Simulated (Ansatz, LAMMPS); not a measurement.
# Site preference of a vacancy of Si in amorphous Si (114 atoms), part 2 of 3

Aim: make a vacancy of Si at several sites of amorphous Si (114 atoms), relax each, and compare their energies.

Ansatz 0.2.0; Kohn-Sham DFT, PBE, PAW (set soft_2), plane waves.

The cell: 114 Si. The quench rate of 10 K/ps is orders of magnitude faster than experiment. The starting topology of bonds comes from the classical model. Sampling is at Γ alone, for a cell whose shortest periodic width is 13 Å.

So far. Step 2 (Single point at the start): The r.m.s. force at the start is 0.61 eV/Å. Step 3 (Relaxation): The relaxation converged after 7 steps, 7.50 eV below its start, with a largest force component of 0.049 eV/Å.

**4. Single point at the relaxed geometry**

The electronic structure is read at the final geometry, in a run of its own.

Input file input.yaml:

```yaml
crystal:
  lattice:
    - [13.2801, 0.0, 0.0]
    - [0.0, 13.2801, 0.0]
    - [0.0, 0.0, 13.2801]
  atoms:
    - { symbol: Si, position: [0.2709, 0.14201, 0.6606] }
    - { symbol: Si, position: [0.5786, 0.66196, 0.10583] }
    - { symbol: Si, position: [0.25265, 0.44483, 0.69387] }
    - { symbol: Si, position: [0.52386, 0.07487, 0.69955] }
    - { symbol: Si, position: [0.34779, 0.49061, 0.26339] }
    - { symbol: Si, position: [0.32752, 0.15825, 0.0029] }
    [... 102 atom lines left out ...]
    - { symbol: Si, position: [0.27763, 0.80837, 0.44868] }
    - { symbol: Si, position: [0.10902, 0.18308, 0.29932] }
    - { symbol: Si, position: [0.59012, 0.48601, 0.83119] }
    - { symbol: Si, position: [0.24645, 0.72458, 0.74249] }
    - { symbol: Si, position: [0.23754, 0.97683, 0.40244] }
    - { symbol: Si, position: [0.32917, 0.66327, 0.22452] }
kpoints:
  mp_grid: { grid: [1, 1, 1] }
hamiltonian:
  xc: pbe
scf:
  occupations: { method: gaussian, width: 0.025 }
output:
  forces: true
  stress: true
  populations: intrinsic
  dos:
    method: { smearing: { sigma: 0.1 } }
    de: 0.1
    projected: { site_lists: { Si: [Si] } }
  eigenvalues: true
  write_density: true
  write_potential: true
  volumetric_format: npy
```

The run is started by

```bash
$ ansatz run input.yaml --threads 4 --pin off --max-ram 8192MiB --backend cpu --events-out ev --progress --plain --runs-dir out
```

Numbers of over 12 decimals in the logs are rounded to 6 here.

What it wrote:

```text
[...]
Crystal: 114 atoms, lattice volume = 2342.092 Å³
Basis set: ecut = 420 eV, 45817 PW (Γ), exchange–correlation on 180×180×180 points (8 copies of the dense FFT grid, shifted against one another)
Bands: 342, of which v1, the nominal top of the filled ones, is band 228 counted from 1 (227 counted from 0)
Symmetry: 1 space group operations
[...]
k-points: 1
[...]
SCF iter   1: F=—  HF=-72457.099871 eV  |F-HF|=—  |Δ(HF+E_count)|=         —  Δρ=3.74e-3  dr2=1.38e0  ethr=1.77e-3  ⟨swp⟩=6.0  Hψ=1582  notcnv=0  defer=58
[...]
SCF iter   9: F=-72456.916028 eV  HF=-72456.916028 eV  |F-HF|=6.74e-9  |Δ(HF+E_count)|=   1.37e-7  Δρ=4.43e-7  dr2=1.07e-8  ethr=2.19e-11  ⟨swp⟩=19.0  Hψ=3103  notcnv=0
SCF 1 converged in 9 iterations: F = -72456.916028 eV  dr2 = 1.07e-8
[...]
SCF converged after 9 iterations
Free energy (F): -72456.916028 eV
[...]
Internal energy: -72456.916028 eV  (E = F + TS)
E sigma→0 (E₀):  -72456.916028 eV
Fermi energy:    6.129249 eV
[...]
--- Forces (eV/Å), atoms counted from 1 ---
  atom   1  Si     0.01248719     0.00446767    -0.01004205
  atom   2  Si    -0.00471305     0.00330123    -0.00061341
  atom   3  Si     0.00097932    -0.00429521    -0.00181030
  atom   4  Si    -0.00126778     0.00405724     0.00243052
  atom   5  Si    -0.01306924     0.00215107    -0.00160923
  atom   6  Si     0.00660928    -0.00209790     0.00027187
  atom   7  Si    -0.00561228     0.00446374    -0.00215961
  atom   8  Si     0.00565499    -0.00386058    -0.00481288
  atom   9  Si     0.00095565    -0.00118217     0.00286401
  atom  10  Si     0.00596419    -0.00252658     0.00214917
  atom  11  Si    -0.00129928    -0.00005960     0.00030136
  atom  12  Si    -0.00383689    -0.00508609    -0.00371612
  atom  13  Si    -0.00333258    -0.00351907    -0.00541676
  atom  14  Si     0.00412855    -0.00633461    -0.00118506
[...]
atom 113  Si     0.00211054    -0.00419521    -0.00025039
  atom 114  Si     0.00245027     0.00161567     0.00004797
  max |Σ_I F_I| component: 1.12e-5 eV/Å
--- Stress (GPa, compression-positive) ---
        1.753176       0.201812       0.668654
        0.201812      -1.763379       0.030093
        0.668654       0.030093       1.476707
  P = ⅓ Tr σ = 0.4888 GPa (4.888 kbar)
--- Band table (eV) ---
[...]
--- intrinsic populations: 114 sites ---
  site symbol       q [e]
     0     Si      4.0209
     1     Si      3.9991
     2     Si      4.0067
[...]
113     Si      4.0321
  spilling = 0.000000 (of n_electrons = 456.000000)
```

Elapsed: 20 s, on 4 threads of Intel Xeon Platinum 8375C at 2.90GHz (Ice Lake), shared host; peak memory 2.5 GiB; 75 s of CPU time.

The run gave:

- free energy: -72456.9160 eV
- free energy per atom: -635.5870 eV/atom
- SCF cycles: 9
- pressure: 0.4888 GPa
- r.m.s. force component: 0.0084 eV/Å
- longest force: 0.0668 eV/Å
- Fermi energy: 6.129 eV
- gap (highest filled to lowest empty level): 0.2489 eV

Intrinsic-atomic-orbital charges by element and coordination:

| element | coordination | atoms | mean charge (e) | spread | least | most |
| --- | --- | --- | --- | --- | --- | --- |
| Si | all | 114 | 0 | 0.0292 | -0.116 | 0.0908 |
| Si | 3 | 1 | -0.116 | 0 | -0.116 | -0.116 |
| Si | 4 | 104 | 0.0025 | 0.0272 | -0.109 | 0.0908 |
| Si | 5 | 9 | -0.0158 | 0.021 | -0.0463 | 0.0134 |

Density of states as counts of states in windows of 1 eV (from the Fermi level), total and the larger projections:

| from (eV) | to (eV) | total | Si p | Si s |
| --- | --- | --- | --- | --- |
| -13 | -12 | 2.0 | 0.1 | 1.9 |
| -12 | -11 | 16.0 | 4.0 | 11.9 |
| -11 | -10 | 31.5 | 9.5 | 21.8 |
| -10 | -9 | 30.3 | 10.1 | 20.0 |
| -9 | -8 | 38.1 | 14.5 | 23.4 |
| -8 | -7 | 24.4 | 11.3 | 12.9 |
| -7 | -6 | 28.5 | 15.2 | 13.1 |
| -6 | -5 | 33.4 | 20.6 | 12.5 |
| -5 | -4 | 39.8 | 32.0 | 7.4 |
| -4 | -3 | 59.5 | 53.5 | 5.4 |
| -3 | -2 | 65.5 | 60.4 | 4.2 |
| -2 | -1 | 60.3 | 55.7 | 3.4 |
| -1 | 0 | 26.7 | 23.5 | 2.3 |
| 0 | 1 | 25.9 | 17.5 | 6.2 |
| 1 | 2 | 50.0 | 31.8 | 11.4 |
| 2 | 3 | 73.9 | 46.7 | 14.0 |

The levels nearest the highest filled one (over half full), pooled over k-points and spins:

| level less the highest filled one (eV) | occupation |
| --- | --- |
| -0.422 | 2 |
| -0.339 | 2 |
| -0.304 | 2 |
| -0.229 | 2 |
| -0.0534 | 2 |
| 0 | 2 |
| 0.249 | 0 |
| 0.296 | 0 |
| 0.376 | 0 |
| 0.528 | 0 |
| 0.643 | 0 |
| 0.724 | 0 |

Valence density in the bc plane at fractional x = 0.477, with atoms of Si within 0.2 Å of it. It is the smooth field of the valence electrons, not physical close to the nuclei.

Ten even steps from '0' (0.01 e/Å³) to '9' (0.55 e/Å³), each cell a mean:
```
0000013554678851255310001111233332100
0000013531488864564210000012456531000
0000013566664333432111111235546631000
0000012589742111111223344577413531000
1222123688742100011246546887656531001
4665446632453100001246324654344321012
5887667754663100000124567642111111012
4776554445542100000002357754221111012
5776421112222100000000136666654322223
7885210001234321000000135558987544556
2364200001356653110001246766666566785
3454200002454455321123567753333344565
5542100012465555332357534653111111235
2211000112343322222357534875321101112
1000000122221100011234556887543221111
0000001233310000000111123456677754321
0000012466421000000000001123578975531
1000124533553222221100000011235666642
2111236522687655543110000000012368864
4322234555678743664210011110001247976
6532112222245643553101123431000146423
5421000000013578642101247753111246534
3110000000012468742101246753211245654
1000001233334565553211123322122333321
```
Columns run along b (13.3 Å), rows up along c (13.3 Å). Atoms in or near the plane, at fractional coordinates: Si at (0.95, 0.13), Si at (0.40, 0.16), Si at (0.01, 0.54), Si at (0.24, 0.24), Si at (0.63, 0.77), Si at (0.42, 0.97), Si at (0.25, 0.93), Si at (0.79, 0.85), Si at (0.64, 0.45), Si at (0.24, 0.75).

Electrostatic potential energy in the bc plane at fractional x = 0.477, with atoms of Si within 0.2 Å of it. With pseudopotentials it is smooth inside the atoms' cores, unlike the true potential.

Ten even steps from '0' (-49 eV) to '9' (10 eV), each cell a mean:
```
9999998632478610037999999999999999999
9999998400058742368999999999888999999
9999998632379988899999999996313689999
9999999887899999999999888985000489999
9999999755689999999986313787434799999
9888898400168999999984000589989999999
8754688521379999999997435799999999999
8744689877899999999999988888999999999
8888899999999999999999997545899999999
5579999999998899999999997424788778986
0048999999874468999999998778887678861
0148999999840037999998766889998889872
6789999999864368999997200489999999997
9999999999998899999986200489999999999
9999999999999999999998766888889999999
9999999999999999999999999987678888899
9999999877899999999999999998888633689
9999997311379999999999999999998633689
9999997200278866789999999999999877889
8999998755787400279999999999999997545
5899999999998400279999999999999985000
6899999999999866789999998889999986212
8999999999999988899999998889999998777
9999999988899742268999999999999999999
```
Columns run along b (13.3 Å; values clipped at the 3rd and 97th percentile), rows up along c (13.3 Å). Atoms in or near the plane, at fractional coordinates: Si at (0.95, 0.13), Si at (0.40, 0.16), Si at (0.01, 0.54), Si at (0.24, 0.24), Si at (0.63, 0.77), Si at (0.42, 0.97), Si at (0.25, 0.93), Si at (0.79, 0.85), Si at (0.64, 0.45), Si at (0.24, 0.75).

The highest filled and lowest empty levels differ by 0.249 eV (at Γ alone); a semilocal functional tends to put such gaps too low. In a disordered cell it changes from sample to sample, and tail or defect levels can set it. Intrinsic-atomic-orbital charges run from -0.12 to +0.09 e. Within 0.4 eV of the Fermi level the largest share is Si p (84 % of the projected weight).

**5. Vacancy of Si, site Si18**

The site has 3 bonded neighbours (Si3) at 2.32 Å on average, by cutoffs that count no bonds between two metal atoms or like ions. The change is made in the relaxed cell and the atoms are relaxed again.

Input file input.yaml:

```yaml
crystal:
  lattice:
    - [13.2801, 0.0, 0.0]
    - [0.0, 13.2801, 0.0]
    - [0.0, 0.0, 13.2801]
  atoms:
    [... atom lines 1 to 14 left out ...]
    - { symbol: Si, position: [0.79973, 0.46022, 0.7074] }
    - { symbol: Si, position: [0.12263, 0.95126, 0.11349] }
    - { symbol: Si, position: [0.09679, 0.58876, 0.98121] }
    - { symbol: Si, position: [0.74832, 0.24142, 0.46829] }
    - { symbol: Si, position: [0.62263, 0.34268, 0.548] }
    - { symbol: Si, position: [0.19597, 0.276, 0.96458] }
    - { symbol: Si, position: [0.46873, 0.23614, 0.23561] }
    [... atom lines 22 to 113 left out ...]
kpoints:
  mp_grid: { grid: [1, 1, 1] }
hamiltonian:
  xc: pbe
scf:
  occupations: { method: gaussian, width: 0.025 }
output:
  forces: true
  eigenvalues: true
relax:
  f_tol: 0.05
  max_steps: 90
```

What it wrote:

```text
[...]
Crystal: 113 atoms, lattice volume = 2342.092 Å³
Basis set: ecut = 420 eV, 45817 PW (Γ), exchange–correlation on 180×180×180 points (8 copies of the dense FFT grid, shifted against one another)
Bands: 339, of which v1, the nominal top of the filled ones, is band 226 counted from 1 (225 counted from 0)
Symmetry: 1 space group operations
[...]
k-points: 1
[...]
SCF iter   1: F=—  HF=-71820.353613 eV  |F-HF|=—  |Δ(HF+E_count)|=         —  Δρ=3.58e-3  dr2=1.33e0  ethr=1.77e-3  ⟨swp⟩=6.0  Hψ=1569  notcnv=0  defer=58
[...]
SCF iter   7: F=-71820.207406 eV  HF=-71820.207427 eV  |F-HF|=2.03e-5  |Δ(HF+E_count)|=   4.71e-5  Δρ=1.93e-5  dr2=5.06e-5  ethr=1.38e-8  ⟨swp⟩=14.0  Hψ=2223  notcnv=0
SCF 1 converged in 7 iterations: F = -71820.207406 eV  dr2 = 5.06e-5
[...]
relax step   1: F+E_penalty+E_count = -71820.20740632 eV  Δ(F+E_penalty+E_count) = +0.000e0 eV  max|allowed force component| = 1.218e0 eV/Å  Δτ_max = 0.0000 Å  (7 SCF iters, dr2 threshold 6.25e-5 eV, accepted)
[...]
relax step   2: F+E_penalty+E_count = -71820.68771941 eV  Δ(F+E_penalty+E_count) = -4.803e-1 eV  max|allowed force component| = 6.763e-1 eV/Å  Δτ_max = 0.1973 Å  (6 SCF iters, dr2 threshold 9.27e-5 eV, accepted)
[...]
relax step   3: F+E_penalty+E_count = -71820.95583976 eV  Δ(F+E_penalty+E_count) = -2.681e-1 eV  max|allowed force component| = 3.450e-1 eV/Å  Δτ_max = 0.1945 Å  (6 SCF iters, dr2 threshold 2.86e-5 eV, accepted)
relax step   4: F+E_penalty+E_count = -71821.09361081 eV  Δ(F+E_penalty+E_count) = -1.378e-1 eV  max|allowed force component| = 1.367e-1 eV/Å  Δτ_max = 0.1962 Å  (6 SCF iters, dr2 threshold 3.10e-5 eV, accepted)
relax step   5: F+E_penalty+E_count = -71821.13439821 eV  Δ(F+E_penalty+E_count) = -4.079e-2 eV  max|allowed force component| = 1.123e-1 eV/Å  Δτ_max = 0.0779 Å  (6 SCF iters, dr2 threshold 2.93e-6 eV, accepted)
relax step   6: F+E_penalty+E_count = -71821.15228429 eV  Δ(F+E_penalty+E_count) = -1.789e-2 eV  max|allowed force component| = 5.277e-2 eV/Å  Δτ_max = 0.0841 Å  (7 SCF iters, accepted)
[...]
relax step   7: F+E_penalty+E_count = -71821.15930717 eV  Δ(F+E_penalty+E_count) = -7.023e-3 eV  max|allowed force component| = 4.226e-2 eV/Å  Δτ_max = 0.0489 Å  (6 SCF iters, accepted)
SCF converged after 6 iterations
Free energy (F): -71821.159307 eV
[...]
Internal energy: -71821.159304 eV  (E = F + TS)
E sigma→0 (E₀):  -71821.159306 eV
Entropy (-TS):   -0.000003 eV (-0.000 meV/atom)
Fermi energy:    6.103138 eV
[...]
--- Forces (eV/Å), atoms counted from 1 ---
  atom   1  Si    -0.00298118    -0.00233817    -0.00387592
  atom   2  Si    -0.00563833    -0.01155775    -0.00386428
  atom   3  Si    -0.00568790    -0.00021290     0.00145524
  atom   4  Si    -0.00142019    -0.00431448     0.00192103
  atom   5  Si    -0.00489440     0.00380715    -0.00068920
  atom   6  Si    -0.00109827     0.01173801    -0.01103274
  atom   7  Si    -0.00021267     0.00341153     0.00237156
  atom   8  Si    -0.00479726     0.00152090    -0.00211576
  atom   9  Si    -0.00767104     0.00024102     0.00807556
  atom  10  Si    -0.00393700    -0.00120755    -0.00094607
  atom  11  Si    -0.01768840     0.00178019    -0.00107648
  atom  12  Si    -0.00229345    -0.01241061     0.00580143
  atom  13  Si    -0.01097313     0.00238907     0.00187925
  atom  14  Si    -0.00374041    -0.00035020     0.00584843
[...]
atom 112  Si     0.00081353     0.01506813    -0.01136452
  atom 113  Si     0.00379563    -0.00539954    -0.00456912
  max |Σ_I F_I| component: 3.45e-5 eV/Å
--- Band table (eV) ---
[...]
--- Relaxed structure (7 steps of the walk, 7 accepted, 0 SCFs on fresh bases) ---
  F+E_penalty+E_count = -71821.15930717 eV   max|allowed force component| = 4.226e-2 eV/Å
  atoms:
    - { symbol: Si, position: [0.257526, 0.131565, 0.641998] }
    - { symbol: Si, position: [0.577112, 0.660536, 0.105188] }
    - { symbol: Si, position: [0.252415, 0.439641, 0.689355] }
    - { symbol: Si, position: [0.519210, 0.077673, 0.695774] }
[...]
- { symbol: Si, position: [0.332903, 0.661924, 0.224324] }
```

The job ended after 91 s (4 threads; peak memory 2.5 GiB).

The relaxation converged after 7 steps, 0.952 eV below its start, with a largest force component of 0.042 eV/Å.

The surroundings of the place of the removed atom, after relaxation: 11 atoms, nearest first, with positions taken from that point. Atoms keep their numbers of the cell before the removal, where the removed atom was number 18.

| atom | x | y | z | distance (Å) | bonds |
| --- | --- | --- | --- | --- | --- |
| Si30 | -0.28 | -0.12 | -1.69 | 1.72 | 4 |
| Si1 | 1.68 | 1.28 | -0.24 | 2.12 | 5 |
| Si54 | -1.94 | 0.80 | 1.30 | 2.47 | 4 |
| Si101 | 0.11 | 2.21 | 1.52 | 2.69 | 4 |
| Si81 | 2.97 | -0.13 | 1.26 | 3.23 | 4 |
| Si44 | -1.53 | -2.12 | -2.05 | 3.32 | 4 |
| Si113 | 1.30 | -0.79 | -3.36 | 3.69 | 4 |
| Si34 | -1.91 | -0.69 | 3.11 | 3.71 | 4 |
| Si39 | -1.73 | 1.18 | -3.08 | 3.73 | 4 |
| Si67 | -3.70 | 0.34 | -0.37 | 3.74 | 4 |
| Si88 | 2.77 | 0.79 | -2.42 | 3.76 | 4 |

The column of bonds counts only the pairs Si-Si within 2.93 Å; other neighbours, such as metal atoms beside each other in a compound, aren't counted, and periodic images can show an atom twice.

The largest move is 0.63 Å, by Si30.

**6. Vacancy of Si, site Si15**

The site has 5 bonded neighbours (Si5) at 2.56 Å on average. 

input.yaml, the sections that differ from step 5:

```yaml
crystal:
  lattice:
    - [13.2801, 0.0, 0.0]
    - [0.0, 13.2801, 0.0]
    - [0.0, 0.0, 13.2801]
  atoms:
    [... atom lines 1 to 11 left out ...]
    - { symbol: Si, position: [0.46965, 0.95166, 0.12613] }
    - { symbol: Si, position: [0.46354, 0.40216, 0.15879] }
    - { symbol: Si, position: [0.48076, 0.01236, 0.54029] }
    - { symbol: Si, position: [0.12263, 0.95126, 0.11349] }
    - { symbol: Si, position: [0.09679, 0.58876, 0.98121] }
    - { symbol: Si, position: [0.13141, 0.03542, 0.65982] }
    - { symbol: Si, position: [0.74832, 0.24142, 0.46829] }
    [... atom lines 19 to 113 left out ...]
# kpoints, hamiltonian, scf, output, relax: as in step 5
```

What it wrote:

```text
[...]
Crystal: 113 atoms, lattice volume = 2342.092 Å³
Basis set: ecut = 420 eV, 45817 PW (Γ), exchange–correlation on 180×180×180 points (8 copies of the dense FFT grid, shifted against one another)
Bands: 339, of which v1, the nominal top of the filled ones, is band 226 counted from 1 (225 counted from 0)
Symmetry: 1 space group operations
[...]
k-points: 1
[...]
SCF iter   1: F=—  HF=-71821.166208 eV  |F-HF|=—  |Δ(HF+E_count)|=         —  Δρ=3.63e-3  dr2=1.26e0  ethr=1.77e-3  ⟨swp⟩=6.0  Hψ=1567  notcnv=0  defer=59
[...]
SCF iter   6: F=—  HF=-71820.993680 eV  |F-HF|=—  |Δ(HF+E_count)|=   2.28e-4  Δρ=3.33e-5  dr2=1.67e-4  ethr=1.12e-7  ⟨swp⟩=2.0  Hψ=352  notcnv=0  defer=109
SCF iter   7: F=-71820.993701 eV  HF=-71820.993713 eV  |F-HF|=1.18e-5  |Δ(HF+E_count)|=   3.36e-5  Δρ=1.32e-5  dr2=2.70e-5  ethr=1.38e-8  ⟨swp⟩=14.0  Hψ=2199  notcnv=0
SCF 1 converged in 7 iterations: F = -71820.993701 eV  dr2 = 2.70e-5
[...]
relax step   1: F+E_penalty+E_count = -71820.99370139 eV  Δ(F+E_penalty+E_count) = +0.000e0 eV  max|allowed force component| = 1.198e0 eV/Å  Δτ_max = 0.0000 Å  (7 SCF iters, dr2 threshold 6.25e-5 eV, accepted)
[...]
relax step   2: F+E_penalty+E_count = -71821.70846556 eV  Δ(F+E_penalty+E_count) = -7.148e-1 eV  max|allowed force component| = 9.589e-1 eV/Å  Δτ_max = 0.1948 Å  (5 SCF iters, dr2 threshold 8.97e-5 eV, accepted)
[...]
relax step   3: F+E_penalty+E_count = -71822.15286822 eV  Δ(F+E_penalty+E_count) = -4.444e-1 eV  max|allowed force component| = 3.411e-1 eV/Å  Δτ_max = 0.1948 Å  (5 SCF iters, dr2 threshold 5.75e-5 eV, accepted)
relax step   4: F+E_penalty+E_count = -71822.38576509 eV  Δ(F+E_penalty+E_count) = -2.329e-1 eV  max|allowed force component| = 2.399e-1 eV/Å  Δτ_max = 0.1949 Å  (6 SCF iters, dr2 threshold 1.47e-5 eV, accepted)
relax step   5: F+E_penalty+E_count = -71822.41961089 eV  Δ(F+E_penalty+E_count) = -3.385e-2 eV  max|allowed force component| = 7.706e-2 eV/Å  Δτ_max = 0.0652 Å  (6 SCF iters, dr2 threshold 7.28e-6 eV, accepted)
[...]
relax step   6: F+E_penalty+E_count = -71822.42447968 eV  Δ(F+E_penalty+E_count) = -4.869e-3 eV  max|allowed force component| = 3.988e-2 eV/Å  Δτ_max = 0.0299 Å  (7 SCF iters, accepted)
SCF converged after 7 iterations
Free energy (F): -71822.424480 eV
[...]
Internal energy: -71822.424480 eV  (E = F + TS)
E sigma→0 (E₀):  -71822.424480 eV
Fermi energy:    6.011159 eV
[...]
Σ components = -71822.424480   (vs F -71822.424480, Δ=0.00e0)
--- Forces (eV/Å), atoms counted from 1 ---
  atom   1  Si     0.00384840    -0.00005026     0.00176842
  atom   2  Si     0.00142556     0.00525582     0.00878097
  atom   3  Si     0.00019492     0.00071498     0.00342098
  atom   4  Si     0.00020770     0.00201938     0.00120852
[...]
atom 113  Si    -0.00673068    -0.00234549    -0.00060153
  max |Σ_I F_I| component: 5.66e-5 eV/Å
--- Band table (eV) ---
[...]
--- Relaxed structure (6 steps of the walk, 6 accepted, 0 SCFs on fresh bases) ---
  F+E_penalty+E_count = -71822.42447968 eV   max|allowed force component| = 3.988e-2 eV/Å
  atoms:
    - { symbol: Si, position: [0.268884, 0.138330, 0.661889] }
    - { symbol: Si, position: [0.581449, 0.660711, 0.112489] }
    - { symbol: Si, position: [0.254232, 0.444509, 0.691194] }
    - { symbol: Si, position: [0.521474, 0.073496, 0.701775] }
[...]
- { symbol: Si, position: [0.328768, 0.663231, 0.226665] }
```

Elapsed: 78 s, on 4 threads; peak memory 2.5 GiB; 4.9 min of CPU time.

The relaxation converged after 6 steps, 1.43 eV below its start, with a largest force component of 0.040 eV/Å.

The surroundings of the place of the removed atom, after relaxation: 11 atoms, nearest first, with positions taken from that point. Atoms keep their numbers of the cell before the removal, where the removed atom was number 15.

| atom | x | y | z | distance (Å) | bonds |
| --- | --- | --- | --- | --- | --- |
| Si104 | 0.93 | 1.49 | 0.93 | 1.99 | 4 |
| Si97 | -0.20 | 1.92 | -1.19 | 2.27 | 4 |
| Si85 | -2.34 | -1.63 | 0.30 | 2.87 | 4 |
| Si78 | 2.16 | -1.69 | -0.85 | 2.87 | 4 |
| Si77 | -0.81 | 1.07 | 2.55 | 2.88 | 4 |
| Si31 | -1.17 | 0.34 | -2.72 | 2.98 | 4 |
| Si102 | 1.22 | -2.77 | 1.04 | 3.20 | 4 |
| Si68 | 2.63 | 0.13 | 1.94 | 3.27 | 4 |
| Si111 | -2.82 | 0.30 | 1.69 | 3.30 | 4 |
| Si50 | 2.17 | -0.24 | -2.65 | 3.43 | 4 |
| Si20 | -2.32 | -1.57 | -2.03 | 3.46 | 4 |

The column of bonds counts only the pairs Si-Si within 2.88 Å; other neighbours, such as metal atoms beside each other in a compound, aren't counted, and periodic images can show an atom twice.

The largest move is 0.52 Å, by Si104.

(Part 2 of 3 ends here.)

[Logs are printed without paths, hosts, clocks, repeated set-up lines and the standing remarks that a program may print on its own settings, such as how far it seeks lower states.]

[Hosts, paths, dates, database ids (printed as entryN), source tags and the programs' standing remarks are cut or masked in the printed files.]
